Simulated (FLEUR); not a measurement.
**MnPt3: from one collinear state to anisotropy**

One state of MnPt3 is converged without symmetry. Force theorems then give its anisotropy.

Method: PBEsol; all-electron FLAPW, Dirac cores, scalar-relativistic bands, in FLEUR MaX-R8.1.

### Step 1. Starting point

It takes space group Pm-3m (No. 221, cubic). Conventional cell: a = 3.900 Å, b = 3.900 Å, c = 3.900 Å, α = 90.00°, β = 90.00°, γ = 90.00°. Nearest to Mn lie 12 Pt at 2.76 Å. Nearest to Pt lie 4 Mn at 2.76 Å and 8 Pt at 2.76 Å. Farther neighbours are not listed.

The step “cone spirals” was refused by the program and is left out.

### Step 2. Reference state

The force theorems are single passes in this state's potential, so it has to be converged first.

No symmetry is used, so that later steps may turn the spins freely; k and −k are joined. inpgen writes inp.xml from crystal.txt; cutoffs, mixing, functional, smearing and local orbitals are then set in the file. The k list scf (kpts.xml, not shown) is a Γ-centred 6×6×6 mesh; where the ranks do not divide the number of points, some are split in two of half the weight.

The input, inp.xml:

```
<?xml version="1.0" encoding="UTF-8" standalone="no"?>
<fleurInput fleurInputVersion="0.39">
   <comment>
      MnPt3
   </comment>
   <calculationSetup>
      <cutoffs Kmax="3.6" Gmax="10.8" GmaxXC="10.8" numbands="0"/>
      <scfLoop itmax="90" minDistance="0.00002" maxIterBroyd="15" imix="Anderson" alpha="0.05" precondParam="0.0" spinf="2.0" sdNocoIR="T"/>
      <coreElectrons ctail="F" frcor="F" kcrel="0" coretail_lmax="0"/>
      <xcFunctional name="PBEs" relativisticCorrections="F"/>
      <magnetism jspins="2" l_noco="F" l_ss="F">
         <qss>0.0 0.0 0.0</qss>
         <mtNocoParams l_mperp="F" l_mtNocoPot="F" l_relaxSQA="F" mag_mixing_scheme="0" mix_RelaxWeightOffD="1.0" l_constrained="F" mix_constr="1.0"/>
         <sourceFreeMag l_sourceFree="F" l_scaleMag="F" mag_scale="1.0"/>
      </magnetism>
      <soc l_soc="F" theta="0.0" phi="0.0" spav="F"/>
      <expertModes spex="0" secvar="F"/>
      <geometryOptimization l_f="F" forcealpha="1.0" forcemix="BFGS" epsdisp="0.00001" epsforce="0.00001"/>
      <ldaU l_linMix="F" mixParam="0.05" spinf="1.0"/>
   </calculationSetup>
   <cell>
      <bzIntegration valenceElectrons="63.0" mode="gauss" fermiSmearingEnergy="0.00293995">
         <kPointListSelection listName="scf"/>
         <xi:include xmlns:xi="http://www.w3.org/2001/XInclude" href="kpts.xml"> </xi:include>
      </bzIntegration>
      <xi:include xmlns:xi="http://www.w3.org/2001/XInclude" href="sym.xml"> </xi:include>
      <bulkLattice scale="1.0">
         <bravaisMatrix>
            <row-1>    7.3699318859399998     0.0000000000000000     0.0000000000000000</row-1>
            <row-2>    0.0000000000000000     7.3699318859399998     0.0000000000000000</row-2>
            <row-3>    0.0000000000000000     0.0000000000000000     7.3699318859399998</row-3>
         </bravaisMatrix>
      </bulkLattice>
   </cell>
   <atomSpecies>
      <species name="Manganese 3.500" element="Mn" atomicNumber="25">
         <mtSphere radius="2.54" gridPoints="839" logIncrement="0.015"/>
         <atomicCutoffs lmax="10" lnonsphr="8"/>
         <electronConfig flipSpins="F">
            <coreConfig>(1s1/2) (2s1/2) (2p1/2) (2p3/2)</coreConfig>
            <valenceConfig>(3s1/2) (3p1/2) (3p3/2) (4s1/2) (3d3/2) (3d5/2)</valenceConfig>
            <stateOccupation state="(3d3/2)" spinUp="1.25" spinDown="0.75"/>
            <stateOccupation state="(3d5/2)" spinUp="3.0" spinDown="0.0"/>
         </electronConfig>
         <energyParameters s="4" p="4" d="3" f="4"/>
         <lo type="SCLO" l="0" n="3" eDeriv="0"/>
         <lo type="SCLO" l="1" n="3" eDeriv="0"/>
      </species>
      <species name="Platinum (Pt)" element="Pt" atomicNumber="78">
         <mtSphere radius="2.54" gridPoints="839" logIncrement="0.016"/>
         <atomicCutoffs lmax="10" lnonsphr="8"/>
         <electronConfig flipSpins="F">
            <coreConfig>(1s1/2) (2s1/2) (2p1/2) (2p3/2) (3s1/2) (3p1/2) (3p3/2) (4s1/2) (3d3/2) (3d5/2) (4p1/2) (4p3/2) (5s1/2) (4d3/2) (4d5/2) (4f5/2) (4f7/2)</coreConfig>
            <valenceConfig>(5p1/2) (5p3/2) (6s1/2) (5d3/2) (5d5/2)</valenceConfig>
            <stateOccupation state="(6s1/2)" spinUp="0.500000" spinDown="0.500000"/>
            <stateOccupation state="(5d3/2)" spinUp="1.800000" spinDown="1.800000"/>
            <stateOccupation state="(5d5/2)" spinUp="2.700000" spinDown="2.700000"/>
         </electronConfig>
         <energyParameters s="6" p="6" d="5" f="5"/>
         <lo type="SCLO" l="1" n="5" eDeriv="0"/>
      </species>
   </atomSpecies>
   <atomGroups>
      <atomGroup species="Manganese 3.500">
         <relPos label="                   1">.0000000000 .0000000000 .0000000000</relPos>
         <force calculate="T" relaxXYZ="TTT"/>
         <nocoParams  alpha="0.0" beta="0.0"/>
      </atomGroup>
      <atomGroup species="Platinum (Pt)">
         <relPos label="                   2">.0000000000 1.000/2.000 1.000/2.000</relPos>
         <force calculate="T" relaxXYZ="TTT"/>
         <nocoParams  alpha="0.0" beta="0.0"/>
      </atomGroup>
      <atomGroup species="Platinum (Pt)">
         <relPos label="                   3">1.000/2.000 .0000000000 1.000/2.000</relPos>
         <force calculate="T" relaxXYZ="TTT"/>
         <nocoParams  alpha="0.0" beta="0.0"/>
      </atomGroup>
      <atomGroup species="Platinum (Pt)">
         <relPos label="                   4">1.000/2.000 1.000/2.000 .0000000000</relPos>
         <force calculate="T" relaxXYZ="TTT"/>
         <nocoParams  alpha="0.0" beta="0.0"/>
      </atomGroup>
   </atomGroups>
   <output dos="F" band="F" slice="F">
      <bandDOS minEnergy="-.5*Htr" maxEnergy="0.5*Htr" sigma="0.015" storeEVData="T"/>
      <plotting iplot="0" polar="F">
         <plot TwoD="T" vec1="  1.0  0.0  0.0" vec2="  0.0  1.0  0.0" vec3="  0.0  0.0  1.0" zero="  0.0  0.0  0.0" file="plot"/>
      </plotting>
      <moessbauerParams electricFieldGradient="F" isomerShift="F" coreHyperfine="F" valenceHyperfine="F"/>
   </output>
</fleurInput>
```

The input, crystal.txt:

```
MnPt3
&input film=F cartesian=F /
3.90000000000  0.00000000000  0.00000000000
0.00000000000  3.90000000000  0.00000000000
0.00000000000  0.00000000000  3.90000000000
1.8897261246
1.0 1.0 1.0

4
25 0.00000000000  0.00000000000  0.00000000000 : 3.500
78 0.00000000000  0.50000000000  0.50000000000
78 0.50000000000  0.00000000000  0.50000000000
78 0.50000000000  0.50000000000  0.00000000000

&kpt div1=6 div2=6 div3=6 gamma=T /
```

On the command line:

```
OMP_NUM_THREADS=1 inpgen -f crystal.txt -nosym -noco > inpgen.log  # inp.xml is then edited as shown
OMP_NUM_THREADS=1 mpirun -n 4 fleur_MPI > fleur.log
```

What it wrote:

```text
Welcome to FLEUR        (www.flapw.de)
      MaX-Release 8.1          (www.max-centre.eu)

 ========== k-point set info ==========
 Selected k-point list: scf
 k-point list type: mesh
 0 x 0 x 0
 Number of k points: 112

 ------------Calculation Setup---------------------------
 Number of MPI-tasks      :            4
 Number of PE/node        :            4
 Number of OMP-threads    :            1
 k-points in parallel     :            4
 pe's per k-point         :            1
 No of k-point loops      :           28
 Eigenvalue solver        :       lapack
 Number of basis functions:          346
 Approximate size of matrices (H+S) per k-point:         0.004 GB
 --------------------------------------------------------
 Complex matrix made real
 Complex matrix made real
 Iteration:     1   Distance:      31.09539306 me/bohr^3
 Iteration:     2   Distance:      16.31834064 me/bohr^3
 Iteration:     3   Distance:      13.67950849 me/bohr^3
 Iteration:     4   Distance:       9.23333646 me/bohr^3
 Iteration:     5   Distance:       5.69346572 me/bohr^3
 Iteration:     6   Distance:       5.04953896 me/bohr^3
 Iteration:     7   Distance:       3.91884883 me/bohr^3
 Iteration:     8   Distance:       1.85226785 me/bohr^3
 Iteration:     9   Distance:       0.81975940 me/bohr^3
 Iteration:    10   Distance:       0.46405678 me/bohr^3
 Iteration:    11   Distance:       0.67749817 me/bohr^3
 Iteration:    12   Distance:       0.27710740 me/bohr^3
 Iteration:    13   Distance:       0.15321504 me/bohr^3
 Iteration:    14   Distance:       0.14562119 me/bohr^3
 Iteration:    15   Distance:       0.09722445 me/bohr^3
 Iteration:    16   Distance:       0.05281071 me/bohr^3
 Iteration:    17   Distance:       0.04288743 me/bohr^3
 Iteration:    18   Distance:       0.02419873 me/bohr^3
 Iteration:    19   Distance:       0.02009108 me/bohr^3
 Iteration:    20   Distance:       0.01015303 me/bohr^3
 Iteration:    21   Distance:       0.00375025 me/bohr^3
 Iteration:    22   Distance:       0.00379478 me/bohr^3
 Iteration:    23   Distance:       0.00208018 me/bohr^3
 Iteration:    24   Distance:       0.00043091 me/bohr^3
 Iteration:    25   Distance:       0.00037242 me/bohr^3
 Iteration:    26   Distance:       0.00026602 me/bohr^3
 Iteration:    27   Distance:       0.00006620 me/bohr^3
 Iteration:    28   Distance:       0.00001761 me/bohr^3

 ********************************************************************
 Run finished successfully
 Stop message:
   all done
 ********************************************************************

--- out.xml (last complete iteration) ---
<iteration numberForCurrentRun="   28" overallNumber="   28">
         [... left out ...]
         <FermiEnergy value="0.4362507883" units="Htr"/>
         <valenceDensity>
            <mtCharges spin="1">
               <mtCharge atomType="1" total="8.9673094" s="1.2145443" p="3.2479685" d="4.4624056" f="0.0313225"/>
               <mtCharge atomType="2" total="7.4146877" s="0.2645790" p="3.2017715" d="3.9062116" f="0.0321885"/>
               <mtCharge atomType="3" total="7.4146877" s="0.2645790" p="3.2017715" d="3.9062116" f="0.0321885"/>
               <mtCharge atomType="4" total="7.4146877" s="0.2645790" p="3.2017715" d="3.9062116" f="0.0321885"/>
            </mtCharges>
            <mtCharges spin="2">
               <mtCharge atomType="1" total="5.1693501" s="1.1920316" p="3.2128943" d="0.7235052" f="0.0300957"/>
               <mtCharge atomType="2" total="7.3059452" s="0.2804448" p="3.2205819" d="3.7683255" f="0.0280028"/>
               <mtCharge atomType="3" total="7.3059452" s="0.2804448" p="3.2205819" d="3.7683255" f="0.0280028"/>
               <mtCharge atomType="4" total="7.3059452" s="0.2804448" p="3.2205819" d="3.7683256" f="0.0280028"/>
            </mtCharges>
            <spinDependentCharge spin="1" total="33.5586950" interstitial="2.3473223" mtSpheres="31.2113726"/>
            <spinDependentCharge spin="2" total="29.4413061" interstitial="2.3541205" mtSpheres="27.0871857"/>
            <totalCharge value="63.0000010775"/>
         </valenceDensity>
         [... left out ...]
         <allElectronCharges>
            <spinDependentCharge spin="1" total="131.5586950" interstitial="2.3486734" mtSpheres="129.2100216"/>
            <spinDependentCharge spin="2" total="127.4413061" interstitial="2.3554759" mtSpheres="125.0858302"/>
            <totalCharge value="259.0000011028"/>
         </allElectronCharges>
         <magneticMomentsInMTSpheres units="muBohr">
            <globalMagMoment atomType="1" vec="0.00000   0.00000   3.79796"/>
            <localMagMoment atomType="1" vec="0.00000   0.00000   3.79796"/>
            <globalMagMoment atomType="2" vec="0.00000   0.00000   0.10874"/>
            <localMagMoment atomType="2" vec="0.00000   0.00000   0.10874"/>
            <globalMagMoment atomType="3" vec="0.00000   0.00000   0.10874"/>
            <localMagMoment atomType="3" vec="0.00000   0.00000   0.10874"/>
            <globalMagMoment atomType="4" vec="0.00000   0.00000   0.10874"/>
            <localMagMoment atomType="4" vec="0.00000   0.00000   0.10874"/>
         </magneticMomentsInMTSpheres>
         <moessbauerParams unitsHFF="kG" unitsIS="e/bohr^3" unitsEFG="Htr/bohr^2">
         </moessbauerParams>
         <totalEnergy value="   -56482.3440209600" units="Htr">
            <sumOfEigenvalues value="   -34639.2846196954">
               <coreElectrons value="-34610.8908486120"/>
               <valenceElectrons value="-28.3937710834"/>
            </sumOfEigenvalues>
            <densityCoulombPotentialIntegral value="-97660.5672063077"/>
            <densityEffectivePotentialIntegral value="-99119.1975486042"/>
            <chargeDenXCDenIntegral value="-1107.6140694933"/>
            <FockExchangeEnergyValence value="0.0000000000"/>
            <FockExchangeEnergyCore value="0.0000000000"/>
            <atomTypeDependentContributions atomType="1">
               <electronNucleiInteractionDifferentMTs value="1381.5357453604"/>
               <MadelungTerm value="-9.8059336561"/>
            </atomTypeDependentContributions>
            <atomTypeDependentContributions atomType="2">
               <electronNucleiInteractionDifferentMTs value="23174.5012582478"/>
               <MadelungTerm value="-36.5046078093"/>
            </atomTypeDependentContributions>
            <atomTypeDependentContributions atomType="3">
               <electronNucleiInteractionDifferentMTs value="23174.5012582479"/>
               <MadelungTerm value="-36.5046078092"/>
            </atomTypeDependentContributions>
            <atomTypeDependentContributions atomType="4">
               <electronNucleiInteractionDifferentMTs value="23174.5012582542"/>
               <MadelungTerm value="-36.5046078366"/>
            </atomTypeDependentContributions>
            <tkbTimesEntropy value="0.0000000000"/>
            <freeEnergy value="-56482.3440209600"/>
            <extrapolationTo0K value="-56482.3440209600"/>
         </totalEnergy>
         <densityConvergence units="me/bohr^3">
            <chargeDensity spin="1" distance="0.0000047998"/>
            <chargeDensity spin="2" distance="0.0000147529"/>
            <overallChargeDensity distance="0.0000130871"/>
            <spinDensity distance="0.0000176096"/>
         </densityConvergence>
      </iteration>
```

Elapsed: 5.1 min, on 4 MPI ranks of Arm Neoverse V1, shared host; peak memory 0.95 GiB; 21 min of CPU time.

Spin moment in the muffin-tin sphere by atom:

```
atom  spin moment in the muffin-tin sphere (μB)
 Mn1                                       3.80
 Pt2                                       0.11
 Pt3                                       0.11
 Pt4                                       0.11
```

This step gave:

```yaml
free_energy: -1536962.8792 eV
program_s_band_gap_on_this_mesh_in_a_metal_only_a_level_spacing: 0 eV
magnetization: 4.117 μB
final_state: ferromagnetic
```

After 28 cycles the largest moment stands at 3.80 μB.

### Step 3. Anisotropy by the force theorem, rung 1

Anisotropy is a small difference, so it is taken from sums over occupied states at a frozen potential, where most errors cancel.

One pass with spin–orbit coupling for each direction, from the saved density. Inversion lets half of the mesh serve, which the program's warning doesn't know. The k list mae (kpts.xml, not shown) is a Γ-centred 7×7×7 mesh.

Changes to inp.xml since step 2:

```diff
@@ -6,4 +6,4 @@
    <calculationSetup>
-      <cutoffs Kmax="3.6" Gmax="10.8" GmaxXC="10.8" numbands="0"/>
-      <scfLoop itmax="90" minDistance="0.00002" maxIterBroyd="15" imix="Anderson" alpha="0.05" precondParam="0.0" spinf="2.0" sdNocoIR="T"/>
+      <cutoffs Kmax="3.6" Gmax="10.8" GmaxXC="10.8" numbands="159"/>
+      <scfLoop itmax="1" minDistance="0.00002" maxIterBroyd="15" imix="Anderson" alpha="0.05" precondParam="0.0" spinf="2.0" sdNocoIR="T"/>
       <coreElectrons ctail="F" frcor="F" kcrel="0" coretail_lmax="0"/>
@@ -15,3 +15,3 @@
       </magnetism>
-      <soc l_soc="F" theta="0.0" phi="0.0" spav="F"/>
+      <soc l_soc="T" theta="0.0" phi="0.0" spav="F"/>
       <expertModes spex="0" secvar="F"/>
@@ -22,3 +22,3 @@
       <bzIntegration valenceElectrons="63.0" mode="gauss" fermiSmearingEnergy="0.00293995">
-         <kPointListSelection listName="scf"/>
+         <kPointListSelection listName="mae"/>
          <xi:include xmlns:xi="http://www.w3.org/2001/XInclude" href="kpts.xml"> </xi:include>
@@ -91,2 +91,5 @@
    </output>
+   <forceTheorem>
+      <MAE theta="0.0 0.9553166 1.5707963" phi="0.0 0.7853982 0.7853982"/>
+   </forceTheorem>
 </fleurInput>
```

On the command line:

```
OMP_NUM_THREADS=1 mpirun -n 4 fleur_MPI -warn_only > fleur.log
```

What it wrote:

```text
[banner, memory and clock lines left out]
Welcome to FLEUR        (www.flapw.de)
      MaX-Release 8.1          (www.max-centre.eu)
************FLEUR-Warning*****************
Error message: k-point set is not compatible to missing time-reversal symmetry in calculation.
Error occurred in subroutine: gen_bz
Error from PE:0/4
Other PEs with error messages:
     1-k-point set is not compatible to missing time-reversal symmetry in calculation.
     2-k-point set is not compatible to missing time-reversal symmetry in calculation.
     3-k-point set is not compatible to missing time-reversal symmetry in calculation.
*****************************************

 ========== k-point set info ==========
 Selected k-point list: mae
 k-point list type: mesh
 0 x 0 x 0
 Number of k points: 172

************FLEUR-Warning*****************
Error message: k-point set is not compatible to missing time-reversal symmetry in calculation.
Error occurred in subroutine: gen_bz
Error from PE:3/4
*****************************************
 [... set-up left out ...]
 ********************************************************************
 Run finished successfully
 Stop message:
   Forcetheorem MAE
 ********************************************************************

--- out.xml (force theorem) ---
<Forcetheorem_MAE Angles="3" units="Htr">
            <Angle theta="0.0000000" phi="0.0000000" ev-sum="-28.529555292"/>
            <Angle theta="0.9553166" phi="0.7853982" ev-sum="-28.529553145"/>
            <Angle theta="1.5707963" phi="0.7853982" ev-sum="-28.529553889"/>
         </Forcetheorem_MAE>
```

Wall time 1.7 min (4 MPI ranks); peak memory 1.1 GiB; 6.8 min of CPU time.

Anisotropy energies, by row:

```
 axis       x       y       z  band energy less the first axis' (meV a cell)
[001]       0       0       1                                              0
[111]  0.5774  0.5774  0.5774                                        0.05842
[110]  0.7071  0.7071       0                                        0.03818
```

Indices are those of the standard conventional cell; x, y, z give the same directions in the axes of the input.

### Step 4. Energy against the direction of the moments, rung 2

A second rung shows how far the first can be trusted.

The k list mae (kpts.xml, not shown) is a Γ-centred 12×12×12 mesh.

inp.xml is that of step 3.

What it wrote:

```text
[banner, memory and clock lines left out]
Welcome to FLEUR        (www.flapw.de)
      MaX-Release 8.1          (www.max-centre.eu)
************FLEUR-Warning*****************
Error message: k-point set is not compatible to missing time-reversal symmetry in calculation.
Error occurred in subroutine: gen_bz
Error from PE:0/4
Other PEs with error messages:
     1-k-point set is not compatible to missing time-reversal symmetry in calculation.
     2-k-point set is not compatible to missing time-reversal symmetry in calculation.
[...]
3-k-point set is not compatible to missing time-reversal symmetry in calculation.
*****************************************
 [... set-up left out ...]
 ********************************************************************
 Run finished successfully
 Stop message:
   Forcetheorem MAE
 ********************************************************************

--- out.xml (force theorem) ---
<Forcetheorem_MAE Angles="3" units="Htr">
            <Angle theta="0.0000000" phi="0.0000000" ev-sum="-28.529107946"/>
            <Angle theta="0.9553166" phi="0.7853982" ev-sum="-28.529106881"/>
            <Angle theta="1.5707963" phi="0.7853982" ev-sum="-28.529107367"/>
         </Forcetheorem_MAE>
```

It took 8.5 min on 4 MPI ranks; peak memory 3.4 GiB.

Anisotropy energies, by row:

```
 axis       x       y       z  band energy less the first axis' (meV a cell)
[001]       0       0       1                                              0
[111]  0.5774  0.5774  0.5774                                        0.02898
[110]  0.7071  0.7071       0                                        0.01576
```

### Step 5. Outcome

| Item | Value |
| --- | --- |
| reference state | ferromagnetic |
| largest sphere moment | 3.80 μB |
| easy direction of those tried | not resolved |
| energy along [111] less [001], force theorem | 0.0290 meV a primitive cell |

In words: The lowest directions differ by less than these runs resolve; shape anisotropy is not included. The difference for the second direction goes from 0.058 meV (mesh 7×7×7, 159 states, 6.8 min of CPU time) to 0.029 meV (mesh 12×12×12, 159 states, 34 min), so it is not converged. The state was typed, and no other order was converged beside it, so it need not be the ground state. The smearing is not Fermi–Dirac, so its width is no temperature.

[Logs and program files are shortened in this print: banners, set-up blocks, solver, clock and traceback lines can be left out without a mark of their own.]

[Logs are printed without paths, hosts, clocks, repeated set-up lines and the standing remarks that a program may print on its own settings, such as how far it seeks lower states.]

[Hosts, paths, dates, database ids (printed as entryN), source tags and the programs' standing remarks are cut or masked in the printed files.]

[Where a cell is said to come from a database of computed structures, the database is the Materials Project.]
